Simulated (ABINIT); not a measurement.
# Beyond one shot: Cs2InAgCl6 (Fm-3m)

Wanted: G0W0 and self-consistent gaps of Cs2InAgCl6 (Fm-3m), with the cost of the cycles.

Program: ABINIT 10.8.3. Level of theory: PBEsol and many-body steps on it, plane waves. Results are calculated unless marked as measured.

**The experiments to reproduce.**

- Gap 3.3 eV: optical gap from absorption onset near 380 nm, assigned as direct at Gamma; diffuse reflectance with Kubelka-Munk analysis; powder (“Cs2InAgCl6: A new lead-free halide double perovskite with direct band gap”, 2016, arxiv:1611.05426).

This is a report of a sequence of runs, with most program output left out.

### Step 1. The starting structure

The structure is cubic, space group Fm-3m (No. 225). Conventional cell: a = 10.469 Å, b = 10.469 Å, c = 10.469 Å, α = 90.00°, β = 90.00°, γ = 90.00°. Cs has 12 Cl at 3.70 Å nearest. Nearest to In lie 6 Cl at 2.51 Å. Nearest to Ag lie 6 Cl at 2.72 Å. Nearest to Cl lie 1 In at 2.51 Å and 1 Ag at 2.72 Å and 4 Cs at 3.70 Å. Farther neighbours and most contacts between anions are not listed.

The cell and positions come from the Crystallography Open Database and are kept as given unless a step says otherwise. Spin-orbit coupling is left out unless a step names it.

### Step 2. Empty states on the mesh, 2×2×2 mesh, 264 bands

This step: ABINIT 10.8.3; DFT, PBEsol, plane waves, norm-conserving pseudopotentials.

The sums over transitions need many empty states on a uniform mesh; this step solves for them.

Contents of run.abi:

```
acell 3*1.0 Angstrom
rprim 
  0.000000000000 5.234500000000 5.234500000000
  5.234500000000 0.000000000000 5.234500000000
  5.234500000000 5.234500000000 0.000000000000
ntypat 4
znucl 55 49 47 17
natom 10
typat 1 1 2 3 4 4 4 4 4 4
xred 
  0.250000000000 0.250000000000 0.250000000000
  0.750000000000 0.750000000000 0.750000000000
  0.000000000000 0.000000000000 0.000000000000
  0.500000000000 0.500000000000 0.500000000000
  0.760210000000 0.239790000000 0.239790000000
  0.239790000000 0.760210000000 0.239790000000
  0.239790000000 0.760210000000 0.760210000000
  0.760210000000 0.239790000000 0.760210000000
  0.239790000000 0.239790000000 0.760210000000
  0.760210000000 0.760210000000 0.239790000000
pp_dirpath "pseudos"
pseudos "Cs.upf, In.upf, Ag.upf, Cl.upf"
ecut 39
ngkpt 2 2 2
nshiftk 1
shiftk 0 0 0
kptopt 1
chksymbreak 0
iscf -2
irdden 1
istwfk *1
nband 264
nbdbuf 24
tolwfr 1e-09
nstep 60
prtvol 0
indata_prefix "in"
outdata_prefix "out"
tmpdata_prefix "tmp"
```

Started as:

```bash
> OMP_NUM_THREADS=2 mpirun -n 3 abinit run.abi > log
```

The job ended after 3.9 min (3 MPI ranks of Arm Neoverse V2, shared host; peak memory 0.73 GiB; 17 min of CPU time).

Numbers from this step:

```yaml
gap: 1.045 eV
k_of_the_valence_top: 0, 0, 0
k_of_the_conduction_bottom: 0, 0, 0
least_direct_gap: 1.045 eV
k_points_computed: 3
lowest_point_of_the_top_converged_band_above_the_valence_top: 37.88 eV
```

On this mesh the gap is 1.045 eV.

The density comes from a self-consistent run that is not shown.

### Step 3. Screening, 2×2×2 mesh, 240 bands, screening to 106.1 eV

The RPA dielectric matrix is built and inverted for each q.

This step: RPA screening on PBEsol, plane waves, norm-conserving pseudopotentials.

run.abi, as its differences from that of step 2:

```diff
@@ -28,10 +28,11 @@
 chksymbreak 0
-iscf -2
-irdden 1
 istwfk *1
-nband 264
-nbdbuf 24
-tolwfr 1e-09
-nstep 60
-prtvol 0
+occopt 1
+irdwfk 1
+optdriver 3
+nband 240
+ecuteps 3.9
+inclvkb 2
+awtr 1
+symchi 1
 indata_prefix "in"
```

Started as:

```bash
> OMP_NUM_THREADS=1 mpirun -n 8 abinit run.abi > log
```

Elapsed: 2.5 min, on 8 MPI ranks; peak memory 9.7 GiB.

This step gave:

| Item | Value |
| --- | --- |
| ε∞ with local fields, on this mesh, along the program's q direction | 4.058 |
| the same without local fields | 4.565 |
| plasma frequency | 21.92 eV |
| plane waves in the screening matrix | 725 |

Local fields lower ε∞ by 11 %. On a Γ-centred mesh this coarse the value itself is usually too large, while a short band sum pulls it down.

### Step 4. G0W0

The self-energy is evaluated for the states that the input lists, and the levels follow from it, in one-shot runs by the linearised quasiparticle equation.

This step: G0W0 on PBEsol, plane waves, norm-conserving pseudopotentials.

run.abi, as its differences from that of step 3:

```diff
@@ -31,8 +31,15 @@
 irdwfk 1
-optdriver 3
+optdriver 4
 nband 240
+gwcalctyp 0
+ecutsigx 39
+symsigma 1
+nkptgw 1
+kptgw 
+  0.0000000000 0.0000000000 0.0000000000
+bdgw 
+  49 52
 ecuteps 3.9
-inclvkb 2
-awtr 1
-symchi 1
+irdscr 1
+ppmodel 1
 indata_prefix "in"
```

Elapsed: 14 s, on 8 MPI ranks; peak memory 5.3 GiB.

Numbers from this step:

```
G0W0 gap on the points computed              : 2.999 eV
starting gap on the mesh                     : 1.045 eV
k of the valence top                         : 0, 0, 0
k of the conduction bottom                   : 0, 0, 0
Z at the valence top                         : 0.79
Z at the conduction bottom                   : 0.829
least direct G0W0 gap on the computed points : 2.999 eV
```

The gap on the mesh goes from 1.04 eV to 3.00 eV, a correction of +1.95 eV.

### Step 5. evGW0, cycle 1

This step: evGW0 on PBEsol, plane waves, norm-conserving pseudopotentials.

run.abi, as its differences from that of step 4:

```diff
@@ -33,10 +33,14 @@
 nband 240
-gwcalctyp 0
+gwcalctyp 10
 ecutsigx 39
 symsigma 1
-nkptgw 1
+nkptgw 3
 kptgw 
   0.0000000000 0.0000000000 0.0000000000
+  0.5000000000 0.0000000000 0.0000000000
+  0.5000000000 0.5000000000 0.0000000000
 bdgw 
-  49 52
+  22 67
+  22 67
+  22 67
 ecuteps 3.9
```

Wall time 5.9 min (8 MPI ranks); peak memory 16 GiB.

Numbers from this step:

* quasiparticle gap on the points computed: 3.430 eV
* gap of the density functional on the mesh: 1.045 eV
* k of the valence top: 0.5, 0.5, 0
* k of the conduction bottom: 0, 0, 0
* Z at the valence top: 0.79
* Z at the conduction bottom: 0.829
* least direct quasiparticle gap on the computed points: 3.433 eV

Against G0W0 in ABINIT (2×2×2 mesh, 240 bands, screening to 106.1 eV, Godby-Needs plasmon pole), the gap moves by +0.431 eV. This first cycle still uses the starting levels; it takes the full correction, at all points of the mesh, and its linearised value is 2.997 eV.

### Step 6. evGW0, cycle 2

The corrected levels of the last cycle go back in.

run.abi, as its differences from that of step 5:

```diff
@@ -48,2 +48,3 @@
 ppmodel 1
+irdqps 1
 indata_prefix "in"
```

The job ended after 5.9 min (8 MPI ranks; peak memory 16 GiB; 47 min of CPU time).

This step gave:

* quasiparticle gap on the points computed: 3.247 eV
* gap of the density functional on the mesh: 1.045 eV
* k of the valence top: 0.5, 0.5, 0
* k of the conduction bottom: 0, 0, 0
* least direct quasiparticle gap on the computed points: 3.25 eV

Against the cycle before, the gap moves by −0.183 eV.

### Step 7. evGW0, cycle 3

run.abi is that of step 6.

Elapsed: 5.9 min, on 8 MPI ranks; peak memory 16 GiB; 47 min of CPU time.

Numbers from this step:

```yaml
quasiparticle_gap_on_the_points_computed: 3.259 eV
gap_of_the_density_functional_on_the_mesh: 1.045 eV
k_of_the_valence_top: 0.5, 0.5, 0
k_of_the_conduction_bottom: 0, 0, 0
least_direct_quasiparticle_gap_on_the_computed_points: 3.262 eV
```

Against the cycle before, the gap moves by +0.012 eV.

### Step 8. evGW0, cycle 4

run.abi is that of step 7.

It took 5.9 min on 8 MPI ranks; peak memory 16 GiB.

Numbers from this step:

- quasiparticle gap on the points computed: 3.258 eV
- gap of the density functional on the mesh: 1.045 eV
- k of the valence top: 0.5, 0.5, 0
- k of the conduction bottom: 0, 0, 0
- least direct quasiparticle gap on the computed points: 3.261 eV

Against the cycle before, the gap moves by −0.001 eV.

### Step 9. Screening, 2×2×2 mesh, 240 bands, screening to 106.1 eV

This step: RPA screening on PBEsol, plane waves, norm-conserving pseudopotentials.

run.abi, as its differences from that of step 8:

```diff
@@ -31,20 +31,13 @@
 irdwfk 1
-optdriver 4
+optdriver 3
 nband 240
+ecuteps 3.9
+inclvkb 2
+awtr 1
+symchi 1
 gwcalctyp 10
-ecutsigx 39
-symsigma 1
-nkptgw 3
-kptgw 
-  0.0000000000 0.0000000000 0.0000000000
-  0.5000000000 0.0000000000 0.0000000000
-  0.5000000000 0.5000000000 0.0000000000
-bdgw 
-  22 67
-  22 67
-  22 67
-ecuteps 3.9
-irdscr 1
-ppmodel 1
-irdqps 1
+mbpt_sciss 2.272 eV
+nqptdm 1
+qptdm 
+  0 0 0
 indata_prefix "in"
```

Run time: 2.2 min. Hardware: 8 MPI ranks; peak memory 9.7 GiB; 17 min of CPU time.

This step gave:

```
ε∞ with local fields, on this mesh, along the program's q direction : 3.242
the same without local fields                                       : 3.609
plasma frequency                                                    : 21.92 eV
plane waves in the screening matrix                                 : 725
```

This screening uses the functional's bands under a rigid shift, the mean opening of the cycle before.

### Step 10. Screening, 2×2×2 mesh, 240 bands, screening to 106.1 eV

This step: RPA screening on PBEsol from quasiparticle energies, plane waves, norm-conserving pseudopotentials.

run.abi, as its differences from that of step 9:

```diff
@@ -37,7 +37,8 @@
 symchi 1
+irdqps 1
 gwcalctyp 10
-mbpt_sciss 2.272 eV
-nqptdm 1
+nqptdm 2
 qptdm 
-  0 0 0
+  0.5000000000 0.0000000000 0.0000000000
+  0.5000000000 0.5000000000 0.0000000000
 indata_prefix "in"
```

Contents of mrgscr.stdin:

```
2
merged
q0_SCR
out_SCR
1
```

Started as:

```bash
> OMP_NUM_THREADS=1 mpirun -n 8 abinit run.abi > log; mrgscr < mrgscr.stdin
```

The job ended after 34 s (8 MPI ranks; peak memory 6.3 GiB).

Numbers from this step:

* plasma frequency: 21.92 eV
* plane waves in the screening matrix: 725

This screening reads the quasiparticle levels of the cycle before.

### Step 11. evGW, cycle 1

This step: evGW on PBEsol, plane waves, norm-conserving pseudopotentials.

run.abi, as its differences from that of step 10:

```diff
@@ -31,14 +31,20 @@
 irdwfk 1
-optdriver 3
+optdriver 4
 nband 240
-ecuteps 3.9
-inclvkb 2
-awtr 1
-symchi 1
-irdqps 1
 gwcalctyp 10
-nqptdm 2
-qptdm 
+ecutsigx 39
+symsigma 1
+nkptgw 3
+kptgw 
+  0.0000000000 0.0000000000 0.0000000000
   0.5000000000 0.0000000000 0.0000000000
   0.5000000000 0.5000000000 0.0000000000
+bdgw 
+  22 67
+  22 67
+  22 67
+ecuteps 3.9
+irdscr 1
+ppmodel 1
+irdqps 1
 indata_prefix "in"
```

Started as:

```bash
> OMP_NUM_THREADS=1 mpirun -n 8 abinit run.abi > log
```

Wall time 5.9 min (8 MPI ranks); peak memory 16 GiB.

Numbers from this step:

```yaml
quasiparticle_gap_on_the_points_computed: 3.680 eV
gap_of_the_density_functional_on_the_mesh: 1.045 eV
k_of_the_valence_top: 0.5, 0.5, 0
k_of_the_conduction_bottom: 0, 0, 0
least_direct_quasiparticle_gap_on_the_computed_points: 3.684 eV
```

Against G0W0 in ABINIT (2×2×2 mesh, 240 bands, screening to 106.1 eV, Godby-Needs plasmon pole), the gap moves by +0.681 eV.

### Step 12. Screening, 2×2×2 mesh, 240 bands, screening to 106.1 eV

This step: RPA screening on PBEsol, plane waves, norm-conserving pseudopotentials.

run.abi, as its differences from that of step 11:

```diff
@@ -31,20 +31,13 @@
 irdwfk 1
-optdriver 4
+optdriver 3
 nband 240
+ecuteps 3.9
+inclvkb 2
+awtr 1
+symchi 1
 gwcalctyp 10
-ecutsigx 39
-symsigma 1
-nkptgw 3
-kptgw 
-  0.0000000000 0.0000000000 0.0000000000
-  0.5000000000 0.0000000000 0.0000000000
-  0.5000000000 0.5000000000 0.0000000000
-bdgw 
-  22 67
-  22 67
-  22 67
-ecuteps 3.9
-irdscr 1
-ppmodel 1
-irdqps 1
+mbpt_sciss 2.715 eV
+nqptdm 1
+qptdm 
+  0 0 0
 indata_prefix "in"
```

Elapsed: 2.1 min, on 8 MPI ranks; peak memory 9.7 GiB.

Numbers from this step:

* ε∞ with local fields, on this mesh, along the program's q direction: 3.141
* the same without local fields: 3.489
* plasma frequency: 21.92 eV
* plane waves in the screening matrix: 725

This screening uses the functional's bands under a rigid shift, the mean opening of the cycle before.

### Step 13. Screening, 2×2×2 mesh, 240 bands, screening to 106.1 eV

This step: RPA screening on PBEsol from quasiparticle energies, plane waves, norm-conserving pseudopotentials.

run.abi, as its differences from that of step 12:

```diff
@@ -37,7 +37,8 @@
 symchi 1
+irdqps 1
 gwcalctyp 10
-mbpt_sciss 2.715 eV
-nqptdm 1
+nqptdm 2
 qptdm 
-  0 0 0
+  0.5000000000 0.0000000000 0.0000000000
+  0.5000000000 0.5000000000 0.0000000000
 indata_prefix "in"
```

mrgscr.stdin is that of step 10.

Started as:

```bash
> OMP_NUM_THREADS=1 mpirun -n 8 abinit run.abi > log; mrgscr < mrgscr.stdin
```

The job ended after 33 s (8 MPI ranks; peak memory 6.3 GiB; 4.4 min of CPU time).

Numbers from this step:

```
plasma frequency                    : 21.92 eV
plane waves in the screening matrix : 725
```

This screening reads the quasiparticle levels of the cycle before.

### Step 14. evGW, cycle 2

This step: evGW on PBEsol, plane waves, norm-conserving pseudopotentials.

run.abi, as its differences from that of step 13:

```diff
@@ -31,14 +31,20 @@
 irdwfk 1
-optdriver 3
+optdriver 4
 nband 240
-ecuteps 3.9
-inclvkb 2
-awtr 1
-symchi 1
-irdqps 1
 gwcalctyp 10
-nqptdm 2
-qptdm 
+ecutsigx 39
+symsigma 1
+nkptgw 3
+kptgw 
+  0.0000000000 0.0000000000 0.0000000000
   0.5000000000 0.0000000000 0.0000000000
   0.5000000000 0.5000000000 0.0000000000
+bdgw 
+  22 67
+  22 67
+  22 67
+ecuteps 3.9
+irdscr 1
+ppmodel 1
+irdqps 1
 indata_prefix "in"
```

Started as:

```bash
> OMP_NUM_THREADS=1 mpirun -n 8 abinit run.abi > log
```

Wall time 5.9 min (8 MPI ranks); peak memory 16 GiB.

Numbers from this step:

| Item | Value |
| --- | --- |
| quasiparticle gap on the points computed | 3.730 eV |
| gap of the density functional on the mesh | 1.045 eV |
| k of the valence top | 0.5, 0.5, 0 |
| k of the conduction bottom | 0, 0, 0 |
| least direct quasiparticle gap on the computed points | 3.734 eV |

Against the cycle before, the gap moves by +0.050 eV.

### Step 15. The runs together

Times are wall times on 8 MPI ranks of Arm Neoverse V2, shared host, good to a factor of about two. A run's time includes the screening step that it read.

```csv
run,mesh,bands,screening cutoff (eV),DFT gap (eV),gap on the mesh (eV),direct (eV),ε∞ used,time
G0W0,2×2×2,240,106.1,1.045,2.999,2.999,4.06,2.8 min
"evGW0, cycle 1",2×2×2,240,106.1,1.045,3.430,3.433,4.06,8.4 min
"evGW0, cycle 2",2×2×2,240,106.1,1.045,3.247,3.250,4.06,8.5 min
"evGW0, cycle 3",2×2×2,240,106.1,1.045,3.259,3.262,4.06,8.4 min
"evGW0, cycle 4",2×2×2,240,106.1,1.045,3.258,3.261,4.06,8.4 min
"evGW, cycle 1",2×2×2,240,106.1,1.045,3.680,3.684,3.24,8.6 min
"evGW, cycle 2",2×2×2,240,106.1,1.045,3.730,3.734,3.14,8.6 min
```

### Step 16. Outcome

| Quantity | Value |
| --- | --- |
| G0W0 | 2.999 eV |
| evGW0, cycle 1 | 3.430 eV |
| evGW0, cycle 2 | 3.247 eV |
| evGW0, cycle 3 | 3.259 eV |
| evGW0, cycle 4 | 3.258 eV |
| evGW, cycle 1 | 3.680 eV |
| evGW, cycle 2 | 3.730 eV |
| known limits | not at the basis limit; d shell near the gap, gap tends to lie low; no spin-orbit coupling; coarse k mesh |

Only the bands that the input lists are updated; the others, empty or deep, keep the functional's energies or take a rigid shift. The evGW loop starts from the last levels of evGW0, so its cycles and time come on top of those. evGW0 ends at 3.26 eV, +0.26 eV from G0W0, after 4 cycles that took 24 min beside the first screening; the last moved the gap by 0.001 eV. evGW ends at 3.73 eV, +0.73 eV from G0W0, after 2 cycles that took 17 min beside the first screening; the last moved the gap by 0.050 eV, so the loop had not settled. The first cycle of evGW0 takes the full correction, without the factor Z, so it overshoots the one-shot value. Against experiment, by evGW, cycle 2: the direct gap of 3.73 eV lies +0.43 eV from the measured 3.3 eV (direct, 2016). An exciton line or allowed optical edge lies below the quasiparticle gap by the binding energy; a forbidden edge can push the onset above it. These are gaps on the mesh, at modest bands and cutoff. The calculation has static nuclei and no excitons; a measured gap holds zero-point and thermal motion, which mostly lowers it. Bands and cutoff are finite, so the gap is not at the basis limit. The miss can reach some tenths of an eV and take either sign; the mesh is an error of its own. In the G0W0 runs levels were corrected at 1 k point alone, so a gap called «on the mesh» is the least over those, and an edge elsewhere would be missed. The 2×2×2 mesh is coarse for this cell, which bears on the long-range parts of exchange and screening. In the updated screening the q = 0 part is built from Kohn-Sham bands under a rigid shift, the other q from the quasiparticle levels. A d shell, filled or nearly so, lies near the gap. One-shot GW converges very slowly in bands there, not always from below, and on a semilocal start the gap tends to come out low; starts rich in exact exchange can overshoot instead. The many-body steps are scalar-relativistic: spin-orbit coupling is not in them.

[Paths, hosts, dates, memory and timing lines, banners, echoed tables and standing remarks are left out of the program output.]

[Logs are printed without paths, hosts, clocks, repeated set-up lines and the standing remarks that a program may print on its own settings, such as how far it seeks lower states.]

[Runs of the session that timed out or met a known fault of the program may be left out.]

[Hosts, paths, dates, database ids (printed as entryN), source tags and the programs' standing remarks are cut or masked in the printed files.]

[G0W0 gaps are taken among the corrected bands and points alone; a level outside them can change the order at an edge.]

[Where Ansatz stands beside ABINIT at settings called matched, ABINIT's density can come from a denser mesh and the files from another edition; pairs whose starting gaps differed by over 0.03 eV were left out, so agreement reads better than it is.]
